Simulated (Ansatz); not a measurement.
# HfB2 (P6/mmm): phonons along a line and the smearing

Does HfB2 (P6/mmm) have a Kohn anomaly or a soft branch that a wide smearing hides? The first relaxation steps of the session are not shown, so no cell shown is the starting entry, unless a step says so.

Main program and level: Ansatz 0.2.0; DFT PBE, scalar-relativistic, plane waves, PAW.

## Step 1: The cell after earlier relaxation steps

The structure is hexagonal, space group P6/mmm (No. 191). The conventional cell has a = 3.144 Å, b = 3.144 Å, c = 3.490 Å, α = 90.00°, β = 90.00°, γ = 120.00°. Hf has 12 B at 2.52 Å nearest. Nearest to B lie 3 B at 1.82 Å and 6 Hf at 2.52 Å. Farther neighbours are not listed.

Structure file:

```cif
data_structure
_symmetry_space_group_name_H-M 'P 1'
_symmetry_Int_Tables_number 1
_cell_length_a 3.1441
_cell_length_b 3.1441
_cell_length_c 3.4896
_cell_angle_alpha 90.000
_cell_angle_beta 90.000
_cell_angle_gamma 120.000
_cell_volume 29.87
loop_
_atom_site_label
_atom_site_type_symbol
_atom_site_fract_x
_atom_site_fract_y
_atom_site_fract_z
_atom_site_occupancy
Hf1 Hf 0.00000 0.00000 0.00000 1
B2 B 0.33333 0.66667 0.50000 1
B3 B 0.66667 0.33333 0.50000 1
```

## Step 2: Tight relaxation

Phonons are second derivatives about the minimum, so the remaining forces must be small: the thresholds are tightened. Earlier relaxation steps are not shown.

File input.yaml:

```yaml
crystal:
  lattice:
    - [3.1440680884, 0.0, 0.0]
    - [-1.5720340442, 2.7228428358, 0.0]
    - [0.0, 0.0, 3.4896018078]
  atoms:
    - { symbol: Hf, position: [0.0, 0.0, 0.0] }
    - { symbol: B, position: [0.3333333333, 0.6666666667, 0.5] }
    - { symbol: B, position: [0.6666666667, 0.3333333333, 0.5] }
kpoints:
  mp_grid: { grid: [12, 12, 8] }
hamiltonian:
  xc: pbe
scf:
  occupations: { method: methfessel_paxton, width: 0.2 }
output:
  forces: true
  stress: true
  eigenvalues: true
relax:
  adjacent_minimum: "off"
  f_tol: 0.001
  max_steps: 60
  cell: { stress_tol: 0.01 }
```

Started as:

```
$ ansatz run input.yaml --threads 4 --pin off --max-ram 8192MiB --backend cpu --events-out ev --progress --plain --runs-dir out
```

Numbers of over 12 decimals in the logs are rounded to 6 here.

Log:

```text
[the first part of the log is left out]
  E_vxc        = -346.096698  (∫ρ·V_xc dr)
  E_paw        = -7085.339032  (= ΣΔE_a)
  E_vpaw       = 1416.544104  (= ΣTr[D̂ρ^β])
  E_aug_tail   = -0.000007  (compensation charges beyond the density's cutoff)
  E_ewald      = -5117.457323
  E_smearing   = 0.000559  (= −TS)
  E_closure    = -0.000000  (closes the sum)
  Σ components = -16036.218866   (vs F -16036.218866, Δ=0.00e0)
--- Forces (eV/Å), atoms counted from 1 ---
  atom   1  Hf     0.00000000    -0.00000000     0.00000000
  atom   2  B     -0.00000000     0.00000000     0.00000000
  atom   3  B      0.00000000    -0.00000000    -0.00000000
  max |Σ_I F_I| component: 1.85e-17 eV/Å
--- Stress (GPa, compression-positive) ---
       -0.001457      -0.000000       0.000000
       -0.000000      -0.001457       0.000000
        0.000000       0.000000      -0.000414
  P = ⅓ Tr σ = -0.0011 GPa (-0.011 kbar)
--- Band table (eV; the first three rows and the last of 95) ---
  k-point 0: bands = ["-41.4099", "-10.2740", "-9.7958", "-9.7958", "6.6801", "8.6144", "8.6343", "8.6466", "8.6466", "8.6500", "8.6500", "8.7426", "17.3919", "17.5101", "17.5101", "17.6434", "24.3766", "24.3766", "24.9885", "24.9885"]
  k-point 1: bands = ["-41.4089", "-10.3141", "-9.7929", "-9.7929", "6.9220", "8.6122", "8.6343", "8.6470", "8.6470", "8.6496", "8.6496", "8.7426", "15.9059", "17.6690", "17.6690", "19.0466", "23.0612", "23.0612", "24.4811", "24.4811"]
  k-point 2: bands = ["-41.4065", "-10.4094", "-9.7859", "-9.7859", "7.5886", "8.6103", "8.6342", "8.6396", "8.6396", "8.6570", "8.6570", "8.7426", "14.2714", "18.1276", "18.1276", "20.5326", "21.7841", "21.7841", "23.3097", "23.3097"]
  k-point 94: bands = ["-41.3495", "-10.3473", "-10.2818", "-10.2818", "8.6280", "8.6280", "8.6410", "8.6427", "8.6427", "8.6627", "8.7171", "11.3196", "11.3196", "14.9007", "17.2346", "17.2346", "24.7919", "25.7839", "27.2438", "27.2438"]
--- Relaxed structure (3 steps of the walk, 3 accepted, 1 SCFs on fresh bases) ---
  F+E_penalty+E_count = -16036.21886631 eV   max|allowed force component| = 8.635e-17 eV/Å   (the final SCF, on the basis selected at the relaxed cell)
  cell:  # Å, volume = 29.8747 Å³
    - [3.144003, 0, 0]
    - [-1.572002, 2.722787, 0]
    - [0, 0, 3.489855]
  atoms:
    - { symbol: Hf, position: [0, 0, 0] }
    - { symbol: B, position: [0.333333, 0.666667, 0.5] }
    - { symbol: B, position: [0.666667, 0.333333, 0.5] }
```

The job ended after 2.6 s (4 threads of Arm Neoverse V2, shared host; peak memory 0.37 GiB).

Little changed from the start: no atom moved by 0.005 Å and no cell edge by 0.1 %.

This step gave:

| Item | Value |
| --- | --- |
| pressure | -0.001110 GPa |
| volume per atom | 9.958 Å³ |
| metallic on mesh | yes |
| gap on the k-mesh | 0 eV |

The largest force is now zero by symmetry and the largest stress component 0.0015 GPa, small enough for phonons.

## Step 3: Wavevectors along a line: Fermi–Dirac smearing of 0.1 eV

Each wavevector is solved by itself, so no interpolation smooths a dip of the branch.

File input.yaml:

```yaml
crystal:
  lattice:
    - [3.1440034681, 0.0, 0.0]
    - [-1.572001734, 2.722786873, 0.0]
    - [0.0, 0.0, 3.4898551736]
  atoms:
    - { symbol: Hf, position: [0.0, 0.0, 0.0] }
    - { symbol: B, position: [0.3333333333, 0.6666666667, 0.5] }
    - { symbol: B, position: [0.6666666667, 0.3333333333, 0.5] }
kpoints:
  mp_grid: { grid: [18, 18, 12] }
hamiltonian:
  xc: pbe
scf:
  occupations: { method: fermi_dirac, width: 0.1 }
output:
  eigenvalues: true
phonons:
  method: dfpt
  qpoints:
    - [0, 0, 0]
    - [0.166666667, 0.0, 0.0]
    - [0.333333333, 0.0, 0.0]
    - [0.5, 0.0, 0.0]
```

Log:

```text
The run solves and reports these wavevectors of phonons.qpoints, in the list's order, at another value: [0.166666667, 0.0, 0.0] as [0.166667, 0.0, 0.0], [0.333333333, 0.0, 0.0] as [0.333333, 0.0, 0.0].
[...]
Crystal: 3 atoms, lattice volume = 29.875 Å³
Basis set: ecut = 420 eV, 563 PW (Γ), exchange–correlation on 48×48×48 points (8 copies of the dense FFT grid, shifted against one another)
Bands: 20, of which v1, the nominal top of the filled ones, is band 16 counted from 1 (15 counted from 0)
Symmetry: 24 space group operations
k-points: 259 of 3888
[...]
SCF iter   1: F=—  HF=-16036.219405 eV  |F-HF|=—  |Δ(HF+E_count)|=         —  Δρ=1.78e-3  dr2=1.46e-3  ethr=1.77e-3  ⟨swp⟩=4.0  Hψ=20057  notcnv=0
[...]
SCF iter   8: F=-16036.218899 eV  HF=-16036.218899 eV  |F-HF|=3.64e-12  |Δ(HF+E_count)|=  1.82e-11  Δρ=4.51e-8  dr2=2.53e-13  ethr=1.00e-12  ⟨swp⟩=5.3  Hψ=23147  notcnv=0
SCF 1 converged in 8 iterations: F = -16036.218899 eV  dr2 = 2.53e-13
[...]
NSCF: frozen V_eff on 259 k-points
[...]
DFPT response loops at q = (0, 0, 0) (fractional): preconditioner auto → Kerker (q_TF=auto, 2.760 Å⁻¹) (partly filled bands, converged f_vac=0.000); β = 1.00, the filter's whole step (`scf.mixing.beta` (0.50) is not read by the response loops under this deck's `scf.mixing.preconditioner`; to damp them name `kerker` or `kerker_dos`, under which they read `scf.mixing.beta`, and type it under 1.00, their step now; both keys bind the ground state too); Broyden in place of MSR1
[...]
SCF converged after 8 iterations
Free energy (F): -16036.218899 eV
[...]
Internal energy: -16036.210447 eV  (E = F + TS)
E sigma→0 (E₀):  -16036.214673 eV
Entropy (-TS):   -0.008452 eV (-2.817 meV/atom)
Fermi energy:    20.457347 eV
[...]
--- Band table (eV; the first three rows and the last of 259) ---
  k-point 0: bands = [... 12 lower, 17.3934, 17.5091, 17.5091, 17.6418, 24.3779, 24.3779, 24.9898, 24.9898]
  k-point 1: bands = [... 12 lower, 16.4477, 17.5801, 17.5801, 18.5480, 23.5705, 23.5705, 24.7546, 24.7546]
  k-point 2: bands = [... 12 lower, 15.3585, 17.7896, 17.7896, 19.5432, 22.5875, 22.5875, 24.1356, 24.1356]
  k-point 258: bands = [... 12 lower, 11.3177, 14.8983, 17.2351, 17.2351, 24.7919, 25.7860, 27.2442, 27.2442]
--- Phonons (Γ-DFPT): 4 representative perturbations + reference (Σ response iterations 12) ---
  ASR residual: 7.270e-5 → 0.000e0 eV/Å²; symmetrization residual: 2.025e-7 eV/Å²
  ASR residual per site (eV/Å²): 7.27e-5 1.02e-5 1.02e-5
  Γ frequencies (cm⁻¹): 0.00 0.00 0.00 436.01 436.01 462.46 535.23 801.45 801.45
  non-analytic LO–TO correction: not included (Born effective charges unavailable; polar crystals: no LO–TO splitting at Γ)
--- Phonons (arbitrary-q DFPT): 4 explicit q-points ---
  q = [0, 0, 0] (of the zone-centre solve; hermiticity 2.51e-8, symmetrization 4.60e-11): 0.00 0.00 0.00 436.01 436.01 462.46 535.23 801.45 801.45
  q = [0.166667, 0, 0] (4 solved perturbations in 6930 linear systems a pass and spin channel, the states on 2268 of 3888 k-point pairs; hermiticity 1.54e-8, symmetrization 4.44e-12): 90.94 91.26 127.03 454.42 480.66 487.08 547.69 779.61 816.92
[...]
sum rule: each row above includes the acoustic sum rule's correction from the zone centre's row sums; it moved no ω² by more than (0.51 cm⁻¹)²
```

The job ended after 4.2 min (4 threads; peak memory 3.7 GiB).

The column dr2 measures how far the density is from self-consistency, as an energy; F and HF (Harris–Foulkes) agree once it is small.

Each wavevector solved by linear response. Frequency against |q| along the line; 7 of 9 lines:

```
|q| along the line (Å⁻¹)  mode 1 (cm⁻¹)  mode 2 (cm⁻¹)  mode 3 (cm⁻¹)  mode 4 (cm⁻¹)  mode 5 (cm⁻¹)  mode 6 (cm⁻¹)  mode 7 (cm⁻¹)
                   0.000              0              0              0            436            436            462            535
                   0.385           90.9           91.3            127            454            481            487            548
                   0.769            146            150            187            490            513            544            613
                   1.154            163            169            210            515            533            534            724
```

## Step 4: Phonons along a line: Fermi–Dirac smearing of 0.25 eV

Each wavevector is solved by itself, so no interpolation smooths a dip of the branch.

Edit input.yaml of step 3 so:

```diff
@@ -14,3 +14,3 @@
 scf:
-  occupations: { method: fermi_dirac, width: 0.1 }
+  occupations: { method: fermi_dirac, width: 0.25 }
 output:
```

Wider smearing eases the sum over k-points of a metal but moves the result away from its zero-temperature value.

Log:

```text
band count auto-derived: 21 (N_el = 32.0; filled up to band 16; 20 by the electrons, moments and atoms)
[...]
Crystal: 3 atoms, lattice volume = 29.875 Å³
Basis set: ecut = 420 eV, 563 PW (Γ), exchange–correlation on 48×48×48 points (8 copies of the dense FFT grid, shifted against one another)
Bands: 21, of which v1, the nominal top of the filled ones, is band 16 counted from 1 (15 counted from 0)
Symmetry: 24 space group operations
k-points: 259 of 3888
[...]
SCF iter   1: F=—  HF=-16036.244297 eV  |F-HF|=—  |Δ(HF+E_count)|=         —  Δρ=1.67e-3  dr2=1.18e-3  ethr=1.77e-3  ⟨swp⟩=4.1  Hψ=20938  notcnv=0
[...]
SCF iter   8: F=-16036.243864 eV  HF=-16036.243864 eV  |F-HF|=5.46e-12  |Δ(HF+E_count)|=  3.64e-11  Δρ=9.97e-8  dr2=1.12e-12  ethr=1.00e-12  ⟨swp⟩=5.3  Hψ=23787  notcnv=0
the search or the solves at the SCF's close seem to have found levels that the self-consistency loop had missed (the run counts 1). By its estimate they hold under 1e-12 electrons; where the run keeps them, the occupations were computed again with them
SCF 1 converged in 8 iterations: F = -16036.243864 eV  dr2 = 1.12e-12
[...]
SCF converged after 8 iterations
Free energy (F): -16036.243864 eV
[...]
Internal energy: -16036.178136 eV  (E = F + TS)
E sigma→0 (E₀):  -16036.211000 eV
Entropy (-TS):   -0.065728 eV (-21.909 meV/atom)
Fermi energy:    20.383230 eV
[...]
--- Band table (eV; the first three rows and the last of 259) ---
  k-point 0: bands = [... 12 lower, 17.3924, 17.5104, 17.5104, 17.6428, 24.3779, 24.3779, 24.9895, 24.9895, ... 1 higher]
  k-point 1: bands = [... 12 lower, 16.4475, 17.5814, 17.5814, 18.5482, 23.5714, 23.5714, 24.7543, 24.7543, ... 1 higher]
  k-point 2: bands = [... 12 lower, 15.3583, 17.7910, 17.7910, 19.5434, 22.5886, 22.5886, 24.1353, 24.1353, ... 1 higher]
  k-point 258: bands = [... 12 lower, 11.3198, 14.9012, 17.2343, 17.2343, 24.7931, 25.7845, 27.2450, 27.2450, ... 1 higher]
[...]
ASR residual: 4.591e-4 → 0.000e0 eV/Å²; symmetrization residual: 1.458e-7 eV/Å²
  ASR residual per site (eV/Å²): 4.59e-4 4.35e-5 4.35e-5
  Γ frequencies (cm⁻¹): 0.00 0.00 0.00 435.32 435.32 460.79 536.53 797.77 797.77
[...]
--- Phonons (arbitrary-q DFPT): 4 explicit q-points ---
[...]
```

Run time: 4.4 min. Hardware: 4 threads; peak memory 3.8 GiB.

Each wavevector solved by linear response. Table of frequency by |q| along the line; 7 of 9 lines:

```
|q| along the line (Å⁻¹)  mode 1 (cm⁻¹)  mode 2 (cm⁻¹)  mode 3 (cm⁻¹)  mode 4 (cm⁻¹)  mode 5 (cm⁻¹)  mode 6 (cm⁻¹)  mode 7 (cm⁻¹)
                   0.000              0              0              0            435            435            461            537
                   0.385           90.5           90.9            127            453            479            485            546
                   0.769            146            149            186            490            511            543            612
                   1.154            163            168            208            515            532            532            722
```

Against step 3 (now smearing width 0.25 eV), the free energy moves by -8.3 meV an atom.

## Step 5: Phonons along a line: Fermi–Dirac smearing of 0.04 eV

The smearing blurs the Fermi surface that screens the phonons; a Fermi–Dirac width is an electronic temperature.

Edit input.yaml of step 4 so:

```diff
@@ -14,3 +14,3 @@
 scf:
-  occupations: { method: fermi_dirac, width: 0.25 }
+  occupations: { method: fermi_dirac, width: 0.04 }
 output:
```

Narrower smearing comes nearer the zero-temperature value but asks more of the mesh.

Log:

```text
[...]
Crystal: 3 atoms, lattice volume = 29.875 Å³
Basis set: ecut = 420 eV, 563 PW (Γ), exchange–correlation on 48×48×48 points (8 copies of the dense FFT grid, shifted against one another)
Bands: 20, of which v1, the nominal top of the filled ones, is band 16 counted from 1 (15 counted from 0)
Symmetry: 24 space group operations
k-points: 259 of 3888
[...]
SCF iter   1: F=—  HF=-16036.215992 eV  |F-HF|=—  |Δ(HF+E_count)|=         —  Δρ=1.82e-3  dr2=1.54e-3  ethr=1.77e-3  ⟨swp⟩=4.2  Hψ=20209  notcnv=0
[...]
SCF iter   8: F=-16036.215460 eV  HF=-16036.215460 eV  |F-HF|=1.82e-12  |Δ(HF+E_count)|=  5.46e-12  Δρ=5.26e-8  dr2=5.44e-13  ethr=1.00e-12  ⟨swp⟩=5.2  Hψ=22885  notcnv=0
SCF 1 converged in 8 iterations: F = -16036.215460 eV  dr2 = 5.44e-13
[...]
SCF converged after 8 iterations
Free energy (F): -16036.215460 eV
[...]
Internal energy: -16036.214244 eV  (E = F + TS)
E sigma→0 (E₀):  -16036.214852 eV
Entropy (-TS):   -0.001216 eV (-0.405 meV/atom)
Fermi energy:    20.484070 eV
[...]
--- Band table (eV; the first three rows and the last of 259) ---
  k-point 0: bands = [... 12 lower, 17.3938, 17.5087, 17.5087, 17.6413, 24.3784, 24.3784, 24.9899, 24.9899]
  k-point 1: bands = [... 12 lower, 16.4477, 17.5796, 17.5796, 18.5480, 23.5707, 23.5707, 24.7546, 24.7546]
  k-point 2: bands = [... 12 lower, 15.3584, 17.7892, 17.7892, 19.5433, 22.5875, 22.5875, 24.1357, 24.1357]
  k-point 258: bands = [... 12 lower, 11.3171, 14.8977, 17.2351, 17.2351, 24.7922, 25.7864, 27.2444, 27.2444]
[...]
ASR residual: 9.746e-5 → 0.000e0 eV/Å²; symmetrization residual: 3.045e-7 eV/Å²
  ASR residual per site (eV/Å²): 9.75e-5 3.00e-6 3.00e-6
  Γ frequencies (cm⁻¹): 0.00 0.00 0.00 435.81 435.81 462.94 539.10 805.02 805.02
[...]
--- Phonons (arbitrary-q DFPT): 4 explicit q-points ---
[...]
```

It took 4.2 min on 4 threads; peak memory 3.7 GiB.

(Part 1 of 2 ends here.)

[Logs are printed without paths, hosts, clocks, repeated set-up lines and the standing remarks that a program may print on its own settings, such as how far it seeks lower states.]

[Hosts, paths, dates, database ids (printed as entryN), source tags and the programs' standing remarks are cut or masked in the printed files.]
